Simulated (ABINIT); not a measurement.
# A GW chain in ABINIT: BaAlSiH (P3m1), part 3 of 3

Wanted: ground state, empty states, screening and self-energy for BaAlSiH (P3m1).

ABINIT 10.8.3; LDA and many-body steps on it, plane waves. Known limits of the many-body steps: not at the basis limit; no spin-orbit coupling; coarse k mesh.

So far. Step 3 (Bands along the symmetry lines): The gap is 0.663 eV, −0.032 eV from the run before at this level. Step 4 (Empty states on the mesh, 3×3×2 mesh, 96 bands): On this mesh the gap is 1.072 eV. The earlier step found 0.695 eV, so this mesh misses an edge.

## Step 5: Screening, 3×3×2 mesh, 88 bands, screening to 106.1 eV

The RPA dielectric matrix is built and inverted for each q.

This step: RPA screening on LDA, plane waves, norm-conserving pseudopotentials.

run.abi reads:

```
acell 3*1.0 Angstrom
rprim 
  4.334227520372 0.000000000006 0.000000000000
  -2.167113760192 3.753551138421 0.000000000000
  0.000000000000 0.000000000000 5.262552000000
ntypat 4
znucl 56 13 14 1
natom 4
typat 1 2 3 4
xred 
  0.000000000000 0.000000000000 0.000436000000
  0.666666666667 0.333333333333 0.465248000000
  0.333333333333 0.666666666667 0.542307000000
  0.666666666667 0.333333333333 0.134910000000
pp_dirpath "pseudos"
pseudos "Ba.upf, Al.upf, Si.upf, H.upf"
ecut 31
ngkpt 3 3 2
nshiftk 1
shiftk 0 0 0
kptopt 1
chksymbreak 0
istwfk *1
occopt 1
irdwfk 1
optdriver 3
nband 88
ecuteps 3.9
inclvkb 2
awtr 1
symchi 1
indata_prefix "in"
outdata_prefix "out"
tmpdata_prefix "tmp"
```

On the command line:

```console
OMP_NUM_THREADS=1 mpirun -n 8 abinit run.abi > log
```

Numbers of over 12 decimals in the logs are rounded to 6 here.

What it wrote:

```text
.Version 10.8.3 of ABINIT. v10.8.2 released Aug 2026.

 Symmetries : space group P3 m 1 (#156); Bravais hP (primitive hexag.)
[... echo of the input left out ...]
== DATASET  1 ==================================================================
-   mpi_nproc: 8, omp_nthreads: 1 (-1 if OMP is not activated)

--- !DatasetInfo
iteration_state: {dtset: 1, }
dimensions: {natom: 4, nkpt: 6, mband: 88, nsppol: 1, nspinor: 1, nspden: 1, mpw: 4806, }
cutoff_energies: {ecut:  31.0, pawecutdg:  -1.0, }
electrons: {nelect:   1.80000000E+01, charge:   0.00000000E+00, occopt:   1.00000000E+00, tsmear:   1.00000000E-02, }

 SCREENING: Calculation of the susceptibility and dielectric matrices

 Based on a program developped by R.W. Godby, V. Olevano, G. Onida, and L. Reining.
 Incorporated in ABINIT by V. Olevano, G.-M. Rignanese, and M. Torrent.
.Using double precision arithmetic ; gwpc =  8

[... cell and pseudopotentials left out ...]
--------------------------------------------------------------------------------

 ==== K-mesh for the wavefunctions ====
 Number of points in the irreducible wedge :     6
[... list of points left out ...]
 Together with  6 symmetry operations and time-reversal symmetry
 yields    18 points in the full Brillouin Zone.

 ==== Q-mesh for the screening function ====
 Number of points in the irreducible wedge :     6
[... list of points left out ...]
 Together with  6 symmetry operations and time-reversal symmetry
 yields    18 points in the full Brillouin Zone.

 setmesh: FFT mesh size selected  =    24x   24x   36
          total number of points  =        20736

 vcoul_init : cutoff-mode = AUXILIARY_FUNCTION
 q-points for optical limit:   1
     1)      0.000010    0.000020    0.000030

- screening: taking advantage of time-reversal symmetry
- Maximum band index for partially occupied states nbvw = 9
- Remaining bands to be divided among processors   nbcw = 79
- Number of bands treated by each node ~9

 Number of electrons calculated from density =   18.0000; Expected =   18.0000
 average of density, n =  0.031155
 r_s =    1.9715
 omega_plasma =   17.0262 [eV]

 calculating chi0 at frequencies [eV] :
  1    0.000000E+00    0.000000E+00
  2    0.000000E+00    1.702622E+01

--------------------------------------------------------------------------------
  q-point number  1        q = ( 0.000000, 0.000000, 0.000000) [r.l.u.]
--------------------------------------------------------------------------------
[... chi0 elements left out ...]
 For q-point:  0.000010 0.000020 0.000030
  dielectric constant =  22.1933
  dielectric constant without local fields =  24.9066

  Average fulfillment of the sum rule on Im[epsilon] for q-point    1 :     82.78  [%]
[... wings left out ...]
  q-point number  2        q = ( 0.333333, 0.000000, 0.000000) [r.l.u.]
--------------------------------------------------------------------------------
[... chi0 elements left out ...]
  Average fulfillment of the sum rule on Im[epsilon] for q-point    2 :     89.90  [%]

 [... 4 further q-points ...]
```

Wall time 7.4 s (8 MPI ranks of Arm Neoverse V1, shared host); peak memory 1 GiB.

This step gave:

```yaml
eps_infinity_with_local_fields_on_this_mesh_along_the_program_s_q_direction: 22.19
the_same_without_local_fields: 24.91
plasma_frequency: 17.03 eV
plane_waves_in_the_screening_matrix: 225
```

Local fields lower ε∞ by 11 %. On a Γ-centred mesh this coarse the value itself is usually too large, while a short band sum pulls it down.

## Step 6: Self-energy, 3×3×2 mesh, 88 bands, screening to 106.1 eV

The self-energy is evaluated for the states that the input lists, and the levels follow from it, in one-shot runs by the linearised quasiparticle equation.

This step: G0W0 on LDA, plane waves, norm-conserving pseudopotentials.

Edit run.abi of step 5 so:

```diff
@@ -25,8 +25,19 @@
 irdwfk 1
-optdriver 3
+optdriver 4
 nband 88
+gwcalctyp 0
+ecutsigx 31
+symsigma 1
+nkptgw 3
+kptgw 
+  0.0000000000 0.0000000000 0.5000000000
+  0.3333333333 0.0000000000 0.0000000000
+  0.0000000000 0.0000000000 0.0000000000
+bdgw 
+  7 12
+  8 11
+  8 12
 ecuteps 3.9
-inclvkb 2
-awtr 1
-symchi 1
+irdscr 1
+ppmodel 1
 indata_prefix "in"
```

What it wrote:

```text
.Version 10.8.3 of ABINIT. v10.8.2 released Aug 2026.

 Symmetries : space group P3 m 1 (#156); Bravais hP (primitive hexag.)
[... echo of the input left out ...]
== DATASET  1 ==================================================================
-   mpi_nproc: 8, omp_nthreads: 1 (-1 if OMP is not activated)

--- !DatasetInfo
iteration_state: {dtset: 1, }
dimensions: {natom: 4, nkpt: 6, mband: 88, nsppol: 1, nspinor: 1, nspden: 1, mpw: 4806, }
cutoff_energies: {ecut:  31.0, pawecutdg:  -1.0, }
electrons: {nelect:   1.80000000E+01, charge:   0.00000000E+00, occopt:   1.00000000E+00, tsmear:   1.00000000E-02, }

 SIGMA: Calculation of the GW corrections

 Based on a program developped by R.W. Godby, V. Olevano, G. Onida, and L. Reining.
 Incorporated in ABINIT by V. Olevano, G.-M. Rignanese, and M. Torrent.
.Using double precision arithmetic ; gwpc =  8

[... cell and pseudopotentials left out ...]
--------------------------------------------------------------------------------

 ==== K-mesh for the wavefunctions ====
 Number of points in the irreducible wedge :     6
[... list of points left out ...]
 Together with  6 symmetry operations and time-reversal symmetry
 yields    18 points in the full Brillouin Zone.

 ==== Q-mesh for screening function ====
 Number of points in the irreducible wedge :     6
[... list of points left out ...]
 Together with  6 symmetry operations and time-reversal symmetry
 yields    18 points in the full Brillouin Zone.

 vcoul_init : cutoff-mode = AUXILIARY_FUNCTION
 q-points for optical limit:   1
     1)      0.000010    0.000020    0.000030
 setmesh: FFT mesh size selected  =    36x   36x   50
          total number of points  =        64800

 Number of electrons calculated from density =   18.0000; Expected =   18.0000
 average of density, n =  0.031155
 r_s =    1.9715
 omega_plasma =   17.0262 [eV]

 === KS Band Gaps ===
  >>>> For spin  1
   Minimum direct gap =   1.6472 [eV], located at k-point      :   0.0000  0.0000  0.5000
   Fundamental gap    =   1.0722 [eV], Top of valence bands at :   0.0000  0.0000  0.5000
                                       Bottom of conduction at :   0.3333  0.0000  0.0000
 SIGMA fundamental parameters:
 PLASMON POLE MODEL  1
 number of plane-waves for SigmaX                 4747
 number of plane-waves for SigmaC and W            225
 number of plane-waves for wavefunctions          4747
 number of bands                                    88
 number of independent spin polarizations            1
 number of spinorial components                      1
 number of k-points in IBZ                           6
 number of q-points in IBZ                           6
 number of symmetry operations                       6
 number of k-points in BZ                           18
 number of q-points in BZ                           18
 number of frequencies for dSigma/dE                 9
 frequency step for dSigma/dE [eV]                0.25
 number of omega for Sigma on real axis              0
 max omega for Sigma on real axis  [eV]           0.00
 zcut for avoiding poles [eV]                     0.10

 EPSILON^-1 parameters (SCR file):
 dimension of the eps^-1 matrix on file            225
 dimension of the eps^-1 matrix used               225
 number of plane-waves for wavefunctions          4747
 number of bands                                    88
 number of q-points in IBZ                           6
 number of frequencies                               2
 number of real frequencies                          1
 number of imag frequencies                          1

 matrix elements of self-energy operator (all in [eV])

 Perturbative Calculation

--- !SelfEnergy_ee
iteration_state: {dtset: 1, }
kpoint     : [   0.000,    0.000,    0.500, ]
spin       : 1
KS_gap     :    1.647
QP_gap     :    2.055
Delta_QP_KS:    0.407
data: !SigmaeeData |
     Band     E0 <VxcDFT>   SigX SigC(E0)      Z dSigC/dE  Sig(E)    E-E0       E
        7   4.948 -10.184 -11.848   1.239   0.754  -0.326 -10.505  -0.320   4.628
        8   4.948 -10.184 -11.848   1.239   0.754  -0.326 -10.505  -0.320   4.628
        9   5.087  -9.992 -11.278   1.017   0.755  -0.324 -10.196  -0.203   4.883
       10   6.734  -9.559  -5.337  -3.954   0.762  -0.312  -9.355   0.204   6.938
       11   6.894  -9.412  -5.165  -3.775   0.773  -0.294  -9.047   0.364   7.258
       12   6.894  -9.412  -5.165  -3.775   0.773  -0.294  -9.047   0.364   7.258

--- !SelfEnergy_ee
iteration_state: {dtset: 1, }
kpoint     : [   0.333,    0.000,    0.000, ]
spin       : 1
KS_gap     :    1.652
QP_gap     :    1.954
Delta_QP_KS:    0.302
data: !SigmaeeData |
     Band     E0 <VxcDFT>   SigX SigC(E0)      Z dSigC/dE  Sig(E)    E-E0       E
        8   4.101  -9.981 -11.926   1.512   0.750  -0.333 -10.306  -0.325   3.777
        9   4.506  -9.427 -10.437   0.861   0.759  -0.318  -9.541  -0.114   4.393
       10   6.159  -9.032  -5.367  -3.421   0.770  -0.298  -8.844   0.188   6.347
       11   7.445  -9.078  -4.810  -3.922   0.772  -0.295  -8.811   0.267   7.712

--- !SelfEnergy_ee
iteration_state: {dtset: 1, }
kpoint     : [   0.000,    0.000,    0.000, ]
spin       : 1
KS_gap     :    1.727
QP_gap     :    2.144
Delta_QP_KS:    0.417
data: !SigmaeeData |
     Band     E0 <VxcDFT>   SigX SigC(E0)      Z dSigC/dE  Sig(E)    E-E0       E
        8   4.607  -9.996 -11.574   1.229   0.756  -0.323 -10.260  -0.264   4.343
        9   4.607  -9.996 -11.574   1.229   0.756  -0.323 -10.260  -0.264   4.343
       10   6.333  -9.132  -5.237  -3.695   0.765  -0.307  -8.979   0.153   6.487
       11   8.191  -9.395  -4.907  -4.125   0.774  -0.292  -9.114   0.282   8.472
       12   8.191  -9.395  -4.907  -4.125   0.774  -0.292  -9.114   0.282   8.472

== END DATASET(S) ==============================================================
================================================================================

 -outvars: echo values of variables after computation  --------
           etotal      0.0000000000E+00
            nband          88
             nkpt           6
          spgroup         156
 [... the other variables as echoed above ...]

 Calculation completed.
```

The job ended after 7 s (8 MPI ranks; peak memory 0.95 GiB; 55 s of CPU time).

Numbers from this step:

| Quantity | Value |
| --- | --- |
| G0W0 gap on the points computed | 1.464 eV |
| starting gap on the mesh | 1.072 eV |
| k of the valence top | 0, 0, 0.5 |
| k of the conduction bottom | 0.3333, 0, 0 |
| Z at the valence top | 0.755 |
| Z at the conduction bottom | 0.77 |
| least direct G0W0 gap on the computed points | 1.954 eV |

The gap on the mesh goes from 1.07 eV to 1.46 eV, a correction of +0.39 eV. The start differs from the 0.69 eV found before because the two sample other k points.

Limits: finite bands, cutoff and mesh; no spin-orbit coupling; coarse k mesh. v1 is the top filled band, c1 the lowest empty one. The levels before and after the correction (eV, zero at the valence-band top of each column):

|  | conduction bottom | valence top |
| --- | --- | --- |
| Kohn-Sham | 1.07 | 0.00 |
| G0W0 | 1.46 | 0.00 |

|  | level | energy (eV) |
| --- | --- | --- |
| Kohn-Sham | (0 0 0.5) v3-v2 | -0.138 |
| Kohn-Sham | (0 0 0.5) v1 | 0.000 |
| Kohn-Sham | (0 0 0.5) c1 | 1.647 |
| Kohn-Sham | (0 0 0.5) c2-c3 | 1.808 |
| Kohn-Sham | (0.333 0 0) v2 | -0.986 |
| Kohn-Sham | (0.333 0 0) v1 | -0.580 |
| Kohn-Sham | (0.333 0 0) c1 | 1.072 |
| Kohn-Sham | (0.333 0 0) c2 | 2.359 |
| G0W0 | (0 0 0.5) v3-v2 | -0.255 |
| G0W0 | (0 0 0.5) v1 | 0.000 |
| G0W0 | (0 0 0.5) c1 | 2.055 |
| G0W0 | (0 0 0.5) c2-c3 | 2.375 |
| G0W0 | (0.333 0 0) v2 | -1.106 |
| G0W0 | (0.333 0 0) v1 | -0.490 |
| G0W0 | (0.333 0 0) c1 | 1.464 |
| G0W0 | (0.333 0 0) c2 | 2.829 |

## Step 7: Where the time went

Times are wall times on 8 MPI ranks of Arm Neoverse V1, shared host, good to a factor of about two.

| step | time | share | memory (GiB) |
| --- | --- | --- | --- |
| ground state | 13 s | 19 % | 0.64 |
| bands along the symmetry lines | 21 s | 31 % | 0.6 |
| empty states on the mesh | 19 s | 28 % | 0.58 |
| screening | 7.4 s | 11 % | 1.0 |
| self-energy | 7 s | 10 % | 0.95 |

## Step 8: What came out

| Item | Value |
| --- | --- |
| LDA gap | 0.66 eV, indirect |
| G0W0 gap on the mesh | 1.46 eV |
| G0W0 gap over the zone (rigid shift) | 1.06 eV |
| GW settings | 3×3×2 mesh, 88 bands, screening to 106.1 eV, Godby-Needs plasmon pole |
| known limits | not at the basis limit; no spin-orbit coupling; coarse k mesh |

In words: G0W0 moves the gap on the mesh from 1.07 eV to 1.46 eV (+0.39 eV), with Z of 0.76 and 0.77 at the edges. The mesh misses the band edges by 0.41 eV in all; a rigid shift gives 1.06 eV for the zone. Local fields lower the RPA ε∞ on this mesh from 24.91 to 22.19; a Γ-centred mesh this coarse tends to raise both, most where the direct gap is narrow, while a short band sum lowers them. Only 3 of the mesh's irreducible points were corrected, so a valley elsewhere could overtake. Bands and cutoff are finite, so the gap is not at the basis limit. The miss can reach some tenths of an eV and take either sign; the mesh is an error of its own. In the G0W0 run levels were corrected at 3 k points alone, so a gap called «on the mesh» is the least over those, and an edge elsewhere would be missed. A denser mesh or path gives a starting gap of 0.66 eV: the GW mesh misses a band edge, so its gaps are not the fundamental one. The 3×3×2 mesh is coarse for this cell, which bears on the long-range parts of exchange and screening. The many-body steps are scalar-relativistic: spin-orbit coupling is not in them.

[Paths, hosts, dates, memory and timing lines, banners, echoed tables and standing remarks are left out of the program output.]

[Logs are printed without paths, hosts, clocks, repeated set-up lines and the standing remarks that a program may print on its own settings, such as how far it seeks lower states.]

[Runs of the session that timed out or met a known fault of the program may be left out.]

[Hosts, paths, dates, database ids (printed as entryN), source tags and the programs' standing remarks are cut or masked in the printed files.]

[G0W0 gaps are taken among the corrected bands and points alone; a level outside them can change the order at an edge.]

[Where Ansatz stands beside ABINIT at settings called matched, ABINIT's density can come from a denser mesh and the files from another edition; pairs whose starting gaps differed by over 0.03 eV were left out, so agreement reads better than it is.]
